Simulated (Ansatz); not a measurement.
## CaMoO4 (I4_1/a): the r2SCAN gap against the k mesh of the density

How far can the k mesh of the density be lowered for the gap of CaMoO4 (I4_1/a)?

Calculated with Ansatz 0.2.0; DFT, r2SCAN, plane waves, PAW.

This is a report of a sequence of runs, with most program output left out.

## Step 1: The structure

It takes space group I4_1/a (No. 88, tetragonal). Conventional cell: a = 5.224 Å, b = 5.224 Å, c = 11.428 Å, α = 90.00°, β = 90.00°, γ = 90.00°. Nearest to Ca lie 8 O at 2.44 to 2.47 Å. Mo has 4 O at 1.77 Å nearest. Nearest to O lie 1 Mo at 1.77 Å and 2 Ca at 2.44 to 2.47 Å. Farther neighbours and most contacts between anions are not listed.

The cell and positions come from the Crystallography Open Database and are kept as given unless a step says otherwise. The default PAW set here is soft_2. Its files were made with PBE.

## Step 2: k mesh of the density: 2×2×2

The input, input.yaml:

```yaml
crystal:
  lattice:
    - [-2.6118, 2.6118, 5.71425]
    - [2.6118, -2.6118, 5.71425]
    - [2.6118, 2.6118, -5.71425]
  atoms:
    - { symbol: Ca, position: [0.75, 0.25, 0.5] }
    - { symbol: Ca, position: [0.0, 0.0, 0.0] }
    - { symbol: Mo, position: [0.25, 0.75, 0.5] }
    - { symbol: Mo, position: [0.5, 0.5, 0.0] }
    - { symbol: O, position: [0.57776, 0.98246, 0.89142] }
    - { symbol: O, position: [0.73246, 0.34104, 0.9047] }
    - { symbol: O, position: [0.09104, 0.68634, 0.10858] }
    - { symbol: O, position: [0.43634, 0.82776, 0.0953] }
    - { symbol: O, position: [0.17224, 0.26754, 0.60858] }
    - { symbol: O, position: [0.01754, 0.90896, 0.5953] }
    - { symbol: O, position: [0.65896, 0.56366, 0.39142] }
    - { symbol: O, position: [0.31366, 0.42224, 0.4047] }
kpoints:
  mp_grid: { grid: [2, 2, 2] }
  band_path:
    path:
      - [0.0, 0.0, 0.0]
      - [0.0, 0.0, 0.5]
      - [0.25, 0.25, 0.25]
      - [0.0, 0.5, 0.0]
      - [0.5, 0.5, -0.5]
      - [0.30222776, 0.69777224, -0.30222776]
      - [-0.30222776, 0.30222776, 0.30222776]
      - [-0.10445551, 0.10445551, 0.5]
    npoints: 1
hamiltonian:
  xc: r2scan
scf:
  occupations: { method: fixed }
  n_extra_bands: 8
output:
  eigenvalues: true
  forces: true
  stress: true
```

Run with:

```console
$ ansatz run input.yaml --threads 24 --pin off --max-ram 82944MiB --backend cuda --events-out ev --progress --plain --runs-dir out --devices 1 --max-vram 78GiB
```

Run time: 1.2 s. Hardware: 1 × NVIDIA GB200 (shared by 2 runs) with 24 threads of Arm Neoverse V2, shared host; peak memory 1.4 GiB; 4 s of CPU time.

Numbers from this step:

```yaml
pressure: 0.4197 GPa
gap: 3.850 eV
valence_top_at: Γ
conduction_bottom_at: Γ
least_direct_gap: 3.850 eV
```

The gap is direct, at Γ.

## Step 3: k mesh of the density: 4×4×4

Changes to input.yaml since step 2:

```diff
@@ -19,3 +19,3 @@
 kpoints:
-  mp_grid: { grid: [2, 2, 2] }
+  mp_grid: { grid: [4, 4, 4] }
   band_path:
```

It took 1.4 s on 1 × NVIDIA GB200 (shared by 2 runs) with 24 threads; peak memory 1.3 GiB.

This step gave:

| Quantity | Value |
| --- | --- |
| pressure | 0.4280 GPa |
| gap | 3.849 eV |
| valence top at | Γ |
| conduction bottom at | Γ |
| least direct gap | 3.849 eV |

The gap is 3.849 eV, −0.001 eV from the run before at this level.

## Step 4: k mesh of the density: 6×6×6 (the default)

input.yaml, the sections that differ from step 3:

```yaml
kpoints:
  mp_grid: { grid: [6, 6, 6] }
  band_path:
    path:
      - [[0.0, 0.0, 0.0], [0.0, 0.0, 0.5], [0.25, 0.25, 0.25], [0.0, 0.5, 0.0], [0.0, 0.0, 0.0], [0.5, 0.5, -0.5], [0.30222776, 0.69777224, -0.30222776]]
      - [[-0.30222776, 0.30222776, 0.30222776], [0.0, 0.0, 0.0]]
      - [[0.0, 0.0, 0.5], [-0.10445551, 0.10445551, 0.5]]
      - [[0.5, 0.5, -0.10445551], [0.5, 0.5, -0.5]]
    npoints: 10
scf:
  occupations: { method: fermi_dirac, width: 0.02 }
  n_extra_bands: 8
# crystal, hamiltonian, output: as in step 3
```

Elapsed: 2.8 s, on 1 × NVIDIA GB200 (shared by 2 runs) with 24 threads; peak memory 1.3 GiB; 19 s of CPU time.

Numbers from this step:

```
pressure             : 0.4275 GPa
gap                  : 3.849 eV
valence top at       : Γ
conduction bottom at : Γ
least direct gap     : 3.849 eV
```

The gap is 3.849 eV, as in the run before at this level.

## Step 5: k mesh of the density: 10×10×10

input.yaml, the sections that differ from step 4:

```yaml
kpoints:
  mp_grid: { grid: [10, 10, 10] }
  band_path:
    path:
      - [0.0, 0.0, 0.0]
      - [0.0, 0.0, 0.5]
      - [0.25, 0.25, 0.25]
      - [0.0, 0.5, 0.0]
      - [0.5, 0.5, -0.5]
      - [0.30222776, 0.69777224, -0.30222776]
      - [-0.30222776, 0.30222776, 0.30222776]
      - [-0.10445551, 0.10445551, 0.5]
    npoints: 1
scf:
  occupations: { method: fixed }
  n_extra_bands: 8
# crystal, hamiltonian, output: as in step 4
```

Run time: 3.8 s. Hardware: 1 × NVIDIA GB200 (shared by 2 runs) with 24 threads; peak memory 1.3 GiB; 12 s of CPU time.

This step gave:

| Quantity | Value |
| --- | --- |
| pressure | 0.4277 GPa |
| gap | 3.849 eV |
| valence top at | Γ |
| conduction bottom at | Γ |
| least direct gap | 3.849 eV |

The gap is 3.849 eV, as in the run before at this level.

## Step 6: The series

Differences are against the last row; a negative gap means that bands overlap, and a run with a band path holds that path's time. Times are wall times on 1 × NVIDIA GB200 (shared by 2 runs) with 24 threads of Arm Neoverse V2, shared host, good to a factor of about two.

```tsv
k mesh of the density	gap (eV)	direct gap (eV)	gap error (eV)	energy error (meV/atom)	irreducible k	time
2×2×2	3.850	3.850	+0.001	−0.2	4	1.2 s
4×4×4	3.849	3.849	+0.000	+0.0	14	1.4 s
6×6×6	3.849	3.849	+0.000	+0.0	36	2.8 s
10×10×10	3.849	3.849	+0.000	+0.0	144	3.8 s
```

## Step 7: What came out

```json
{"2×2×2": "3.850 eV", "4×4×4": "3.849 eV", "6×6×6": "3.849 eV", "10×10×10": "3.849 eV"}
```

**Reading.** The gap holds to 0.02 eV from 2×2×2 on, the cheapest setting tried. At 2×2×2 the gap is off by +0.001 eV and the energy by +0 meV/atom. The gap is read over the mesh and added points near the edges, so meshes differ mainly through the density and, for a hybrid, the exchange operator.

[Paths, hosts, dates, memory and timing lines, banners, echoed tables and standing remarks are left out of the program output.]

[Logs are printed without paths, hosts, clocks, repeated set-up lines and the standing remarks that a program may print on its own settings, such as how far it seeks lower states.]

[Runs of the session that timed out or met a known fault of the program may be left out.]

[Cells called generated may have been cut or substituted from an entry of the Crystallography Open Database or the Materials Project.]

[Hosts, paths, dates, database ids (printed as entryN), source tags and the programs' standing remarks are cut or masked in the printed files.]
